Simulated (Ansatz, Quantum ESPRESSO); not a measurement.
# Lattice dynamics of SrBe (Pm-3m) in two programs

How does SrBe (Pm-3m) vibrate, and is this structure a minimum?

Method: DFT LDA, scalar-relativistic, plane waves, GBRV ultrasoft pseudopotentials, in Quantum ESPRESSO 7.5.

The structure was built from a prototype and need not be the compound's stable phase.

### Step 1. Starting point

It takes space group Pm-3m (No. 221, cubic). The conventional cell has a = 3.912 Å, b = 3.912 Å, c = 3.912 Å, α = 90.00°, β = 90.00°, γ = 90.00°. Nearest to Be lie 8 Sr at 3.39 Å. Nearest to Sr lie 8 Be at 3.39 Å. Farther neighbours are not listed.

Coordinates:

```
Be Sr
1.0
     3.91160    0.00000    0.00000
     0.00000    3.91160    0.00000
     0.00000    0.00000    3.91160
Be Sr
1 1
Cartesian
  0.0000 0.0000 0.0000
  1.9558 1.9558 1.9558
```

### Step 2. A probe with smearing

A cheap run with smearing and empty bands tells whether the crystal has a gap, which decides between fixed occupations and smearing later on.

Contents of probe.in:

```
&control
   calculation = 'scf'
   prefix = 'x'
   outdir = './tmp'
   pseudo_dir = './pseudo'
   tprnfor = .true.
   tstress = .true.
   verbosity = 'high'
/
&system
   ibrav = 1
   celldm(1) = 7.39185749
   nat = 2
   ntyp = 2
   ecutwfc = 45.0
   ecutrho = 270.0
   occupations = 'smearing'
   smearing = 'gaussian'
   degauss = 0.01
/
&electrons
   conv_thr = 1.0d-07
   mixing_beta = 0.7
   electron_maxstep = 100
/
ATOMIC_SPECIES
 Be      9.0122  Be.upf
 Sr     87.6200  Sr.upf
ATOMIC_POSITIONS crystal
 Be     0.000000000   0.000000000   0.000000000
 Sr     0.500000000   0.500000000   0.500000000
K_POINTS automatic
 6 6 6 0 0 0
```

The run is started by

```
$ OMP_NUM_THREADS=1 mpirun -n 4 pw.x -nk 4 -in probe.in > probe.out
```

Output:

```text
[banners, grids, parts of the stress and lines that vanish by symmetry left out]
Program PWSCF v.7.5
     bravais-lattice index     =            1
     lattice parameter (alat)  =       7.3919  a.u.
[...]
kinetic-energy cutoff     =      45.0000  Ry
     charge density cutoff     =     270.0000  Ry
     scf convergence threshold =      1.0E-07
[...]
Exchange-correlation= SLA  PZ   NOGX NOGC
                           (   1   1   0   0   0   0   0)
[...]
48 Sym. Ops., with inversion, found
[...]
(     0          1          0      )
                  (     0          0          1      )
[...]
(  0.0000000  1.0000000  0.0000000 )
                  (  0.0000000  0.0000000  1.0000000 )
[...]
(     0         -1          0      )
                  (     0          0          1      )
[...]
(  0.0000000 -1.0000000  0.0000000 )
[...]
(     0          0          1      )
                  (     1          0          0      )
[...]
( -1.0000000  0.0000000  0.0000000 )
                  (  0.0000000  1.0000000  0.0000000 )
[...]
number of k points=    20  Gaussian smearing, width (Ry)=  0.0100
[...]
End of self-consistent calculation
[...]
the Fermi energy is     5.0453 ev
!    total energy              =     -98.10903832 Ry
[...]
convergence has been achieved in   7 iterations
[...]
atom    1 type  1   force =     0.00000000    0.00000000    0.00000000
     atom    2 type  2   force =     0.00000000    0.00000000    0.00000000
[...]
Total force =     0.000000     Total SCF correction =     0.000000
[...]
total   stress  (Ry/bohr**3)                   (kbar)     P=      -49.13
[...]
XML data file, charge density, pseudopotentials, collected wavefunctions

   JOB DONE.
```

Wall time 2.7 s (4 MPI ranks of Arm Neoverse V1, shared host); 11 s of CPU time.

Numbers from this step:

```
volume per atom   : 29.93 Å³
pressure          : -4.913 GPa
gap on the k-mesh : 0 eV
```

No gap opens on this mesh, so smearing is kept; the start stands at -4.9 GPa.

### Step 3. Relaxation

The harmonic expansion starts where the forces on the atoms vanish, and stress shifts the frequencies, so cell and atoms are relaxed with tight thresholds.

Contents of relax.in:

```
&control
   calculation = 'vc-relax'
   prefix = 'x'
   outdir = './tmp'
   pseudo_dir = './pseudo'
   tprnfor = .true.
   tstress = .true.
   forc_conv_thr = 2.0d-05
   etot_conv_thr = 1.0d-07
   nstep = 40
/
&system
   ibrav = 1
   celldm(1) = 7.39185749
   nat = 2
   ntyp = 2
   ecutwfc = 45.0
   ecutrho = 270.0
   occupations = 'smearing'
   smearing = 'gaussian'
   degauss = 0.02
/
&electrons
   conv_thr = 1.0d-11
   mixing_beta = 0.7
   electron_maxstep = 100
/
&ions
/
&cell
   press_conv_thr = 0.2
/
ATOMIC_SPECIES
 Be      9.0122  Be.upf
 Sr     87.6200  Sr.upf
ATOMIC_POSITIONS crystal
 Be     0.000000000   0.000000000   0.000000000
 Sr     0.500000000   0.500000000   0.500000000
K_POINTS automatic
 8 8 8 0 0 0
```

The run is started by

```
$ OMP_NUM_THREADS=1 mpirun -n 4 pw.x -nk 4 -in relax.in > relax.out
```

Output:

```text
[banners, grids, parts of the stress and lines that vanish by symmetry left out]
[banner, memory and clock lines left out]
Program PWSCF v.7.5

[...]
kinetic-energy cutoff     =      45.0000  Ry
     charge density cutoff     =     270.0000  Ry
     scf convergence threshold =      1.0E-11
[...]
energy convergence thresh.=      1.0E-07
     force convergence thresh. =      2.0E-05
     press convergence thresh. =      2.0E-01
     Exchange-correlation= SLA  PZ   NOGX NOGC
                           (   1   1   0   0   0   0   0)
[...]
48 Sym. Ops., with inversion, found
[...]
number of k points=    35  Gaussian smearing, width (Ry)=  0.0200
[...]
End of self-consistent calculation
[...]
the Fermi energy is     5.1250 ev
!    total energy              =     -98.11003937 Ry
[...]
convergence has been achieved in  11 iterations
[...]
atom    1 type  1   force =     0.00000000    0.00000000    0.00000000
     atom    2 type  2   force =     0.00000000    0.00000000    0.00000000
     Total force =     0.000000     Total SCF correction =     0.000000
[...]
total   stress  (Ry/bohr**3)                   (kbar)     P=      -48.19
[...]
number of bfgs steps    =   0
[...]
CELL_PARAMETERS (alat=  7.39185749)
[...]
ATOMIC_POSITIONS (crystal)
Be               0.0000000000        0.0000000000        0.0000000000
Sr               0.5000000000        0.5000000000        0.5000000000
[...]
New effective cutoffs (rho, wfc):  273.97   45.75
[...]
End of self-consistent calculation
[...]
the Fermi energy is     5.3088 ev
!    total energy              =     -98.11314285 Ry
[...]
convergence has been achieved in   6 iterations
[...]
atom    1 type  1   force =     0.00000000    0.00000000    0.00000000
     atom    2 type  2   force =     0.00000000    0.00000000    0.00000000
     Total force =     0.000000     Total SCF correction =     0.000000
[...]
total   stress  (Ry/bohr**3)                   (kbar)     P=      -44.50
[...]
number of bfgs steps    =   1
[...]
WARNING: bfgs curvature condition failed, Theta= 0.881
[...]
CELL_PARAMETERS (alat=  7.39185749)
[...]
ATOMIC_POSITIONS (crystal)
Be               0.0000000000        0.0000000000        0.0000000000
Sr               0.5000000000        0.5000000000        0.5000000000
[...]
New effective cutoffs (rho, wfc):  280.89   46.90
[...]
End of self-consistent calculation
[...]
the Fermi energy is     5.5961 ev
!    total energy              =     -98.11720026 Ry
[...]
convergence has been achieved in   9 iterations
[...]
atom    1 type  1   force =     0.00000000    0.00000000    0.00000000
     atom    2 type  2   force =     0.00000000    0.00000000    0.00000000
     Total force =     0.000000     Total SCF correction =     0.000000
[...]
total   stress  (Ry/bohr**3)                   (kbar)     P=      -38.02
[...]
number of bfgs steps    =   2
[...]
CELL_PARAMETERS (alat=  7.39185749)
[...]
ATOMIC_POSITIONS (crystal)
[...]
New effective cutoffs (rho, wfc):  291.76   48.72
[...]
End of self-consistent calculation
[...]
the Fermi energy is     6.0542 ev
!    total energy              =     -98.12179951 Ry
[...]
convergence has been achieved in   9 iterations
[...]
atom    1 type  1   force =     0.00000000    0.00000000    0.00000000
     atom    2 type  2   force =     0.00000000    0.00000000    0.00000000
     Total force =     0.000000     Total SCF correction =     0.000000
[...]
total   stress  (Ry/bohr**3)                   (kbar)     P=      -25.94
[...]
number of bfgs steps    =   3
[...]
CELL_PARAMETERS (alat=  7.39185749)
[...]
ATOMIC_POSITIONS (crystal)
[...]
New effective cutoffs (rho, wfc):  309.29   51.64
[...]
End of self-consistent calculation
[...]
the Fermi energy is     6.8061 ev
!    total energy              =     -98.12473148 Ry
[...]
convergence has been achieved in   9 iterations
[...]
atom    1 type  1   force =     0.00000000    0.00000000    0.00000000
     atom    2 type  2   force =     0.00000000    0.00000000    0.00000000
     Total force =     0.000000     Total SCF correction =     0.000000
[...]
total   stress  (Ry/bohr**3)                   (kbar)     P=       -1.27
[...]
number of bfgs steps    =   4
[...]
CELL_PARAMETERS (alat=  7.39185749)
[...]
ATOMIC_POSITIONS (crystal)
[...]
New effective cutoffs (rho, wfc):  310.18   51.79
[...]
End of self-consistent calculation
[...]
the Fermi energy is     6.8446 ev
!    total energy              =     -98.12473684 Ry
[...]
convergence has been achieved in   7 iterations
[...]
atom    1 type  1   force =     0.00000000    0.00000000    0.00000000
     atom    2 type  2   force =     0.00000000    0.00000000    0.00000000
     Total force =     0.000000     Total SCF correction =     0.000000
[...]
total   stress  (Ry/bohr**3)                   (kbar)     P=        0.16
[...]
number of bfgs steps    =   5
[...]
CELL_PARAMETERS (alat=  7.39185749)
[...]
ATOMIC_POSITIONS (crystal)
[...]
New effective cutoffs (rho, wfc):  310.09   51.78
[...]
End of self-consistent calculation
[...]
the Fermi energy is     6.8403 ev
!    total energy              =     -98.12473692 Ry
[...]
convergence has been achieved in   4 iterations
[...]
atom    1 type  1   force =     0.00000000    0.00000000    0.00000000
     atom    2 type  2   force =     0.00000000    0.00000000    0.00000000
     Total force =     0.000000     Total SCF correction =     0.000000
[...]
total   stress  (Ry/bohr**3)                   (kbar)     P=       -0.00
[...]
bfgs converged in   7 scf cycles and   6 bfgs steps
[...]
End of BFGS Geometry Optimization
     Final enthalpy           =     -98.1247369204 Ry
     File ./tmp/x.bfgs deleted, as requested
[...]
CELL_PARAMETERS (alat=  7.39185749)
[...]
ATOMIC_POSITIONS (crystal)
Be               0.0000000000        0.0000000000        0.0000000000
Sr               0.5000000000        0.5000000000        0.5000000000
[...]
Final scf calculation at the relaxed structure.
[...]
kinetic-energy cutoff     =      45.0000  Ry
     charge density cutoff     =     270.0000  Ry
     scf convergence threshold =      1.0E-13
[...]
press convergence thresh. =      2.0E-01
     Exchange-correlation= SLA  PZ   NOGX NOGC
                           (   1   1   0   0   0   0   0)
[...]
48 Sym. Ops., with inversion, found
[...]
number of k points=    35  Gaussian smearing, width (Ry)=  0.0200
[...]
End of self-consistent calculation
[...]
the Fermi energy is     6.8404 ev
!    total energy              =     -98.12471184 Ry
[...]
convergence has been achieved in  11 iterations
[...]
atom    1 type  1   force =     0.00000000    0.00000000    0.00000000
     atom    2 type  2   force =     0.00000000    0.00000000    0.00000000
     Total force =     0.000000     Total SCF correction =     0.000000
[...]
total   stress  (Ry/bohr**3)                   (kbar)     P=       -0.18
[...]
XML data file, charge density, pseudopotentials, collected wavefunctions
```

Run time: 23 s. Hardware: 4 MPI ranks; 91 s of CPU time.

Step by step:

```
step  energy less that of the first step (eV)  largest force (eV/Å)  pressure (GPa)  volume (Å³)
   1                                   0.0000                0.0000           -4.82        59.85
   2                                  -0.0422                0.0000           -4.45        58.39
   3                                  -0.0974                0.0000           -3.80        56.25
   4                                  -0.1600                0.0000           -2.59        53.13
   5                                  -0.1999                0.0000           -0.13        48.68
   6                                  -0.2000                0.0000            0.02        48.47
   7                                  -0.2000                0.0000            0.00        48.49
   8                                  -0.1996                0.0000           -0.02        48.49
```

```
conventional cell, symmetrised  before  after   change
                         a (Å)   3.912  3.647   -6.8 %
                         b (Å)   3.912  3.647   -6.8 %
                         c (Å)   3.912  3.647   -6.8 %
              volume (Å³/atom)   29.93  24.25  -19.0 %
```

Final coordinates:

```
CELL_PARAMETERS angstrom
3.64665 0.00000 0.00000
0.00000 3.64665 0.00000
0.00000 0.00000 3.64665
ATOMIC_POSITIONS crystal
Be 0.00000 0.00000 0.00000
Sr 0.50000 0.50000 0.50000
```

The last row of the table of steps is pw.x's closing run on a basis chosen anew for the final cell, so its energy can jump.

This step gave:

```yaml
volume_per_atom: 24.25 Å³
pressure: -0.018 GPa
```

The volume changes by -19.0 % from the cell with which this run began.

### Step 4. Self-consistent run for the response

The response is built on this ground state, so it is converged far tighter than an energy would need. Smearing stays on, as the first look found no gap above 0.3 eV.

Contents of scf.in:

```
&control
   calculation = 'scf'
   prefix = 'x'
   outdir = './tmp'
   pseudo_dir = './pseudo'
   tprnfor = .true.
   tstress = .true.
/
&system
   ibrav = 1
   celldm(1) = 6.89117817
   nat = 2
   ntyp = 2
   ecutwfc = 45.0
   ecutrho = 270.0
   occupations = 'smearing'
   smearing = 'gaussian'
   degauss = 0.02
/
&electrons
   conv_thr = 1.0d-12
   mixing_beta = 0.7
   electron_maxstep = 100
/
ATOMIC_SPECIES
 Be      9.0122  Be.upf
 Sr     87.6200  Sr.upf
ATOMIC_POSITIONS crystal
 Be     0.000000000   0.000000000   0.000000000
 Sr     0.500000000   0.500000000   0.500000000
K_POINTS automatic
 8 8 8 0 0 0
```

The run is started by

```
$ OMP_NUM_THREADS=1 mpirun -n 4 pw.x -nk 4 -in scf.in > scf.out
```

Output:

```text
[banners, grids, parts of the stress and lines that vanish by symmetry left out]
[banner, memory and clock lines left out]
Program PWSCF v.7.5

[...]
kinetic-energy cutoff     =      45.0000  Ry
     charge density cutoff     =     270.0000  Ry
     scf convergence threshold =      1.0E-12
[...]
Exchange-correlation= SLA  PZ   NOGX NOGC
                           (   1   1   0   0   0   0   0)
[...]
48 Sym. Ops., with inversion, found
[...]
number of k points=    35  Gaussian smearing, width (Ry)=  0.0200
[...]
End of self-consistent calculation
[...]
the Fermi energy is     6.8404 ev
!    total energy              =     -98.12471184 Ry
[...]
convergence has been achieved in  11 iterations
[...]
atom    1 type  1   force =     0.00000000    0.00000000    0.00000000
     atom    2 type  2   force =     0.00000000    0.00000000    0.00000000
     Total force =     0.000000     Total SCF correction =     0.000000
[...]
total   stress  (Ry/bohr**3)                   (kbar)     P=       -0.18
[...]
XML data file, charge density, pseudopotentials, collected wavefunctions
```

Wall time 4.7 s (4 MPI ranks); 18 s of CPU time.

The cell stands at -0.018 GPa, close enough for phonons.

(Continued in part 2 of 4.)

[Host names and launcher messages were left out of these logs when they were recorded.]

[Logs are printed without paths, hosts, clocks, repeated set-up lines and the standing remarks that a program may print on its own settings, such as how far it seeks lower states.]

[Hosts, paths, dates, database ids (printed as entryN), source tags and the programs' standing remarks are cut or masked in the printed files.]
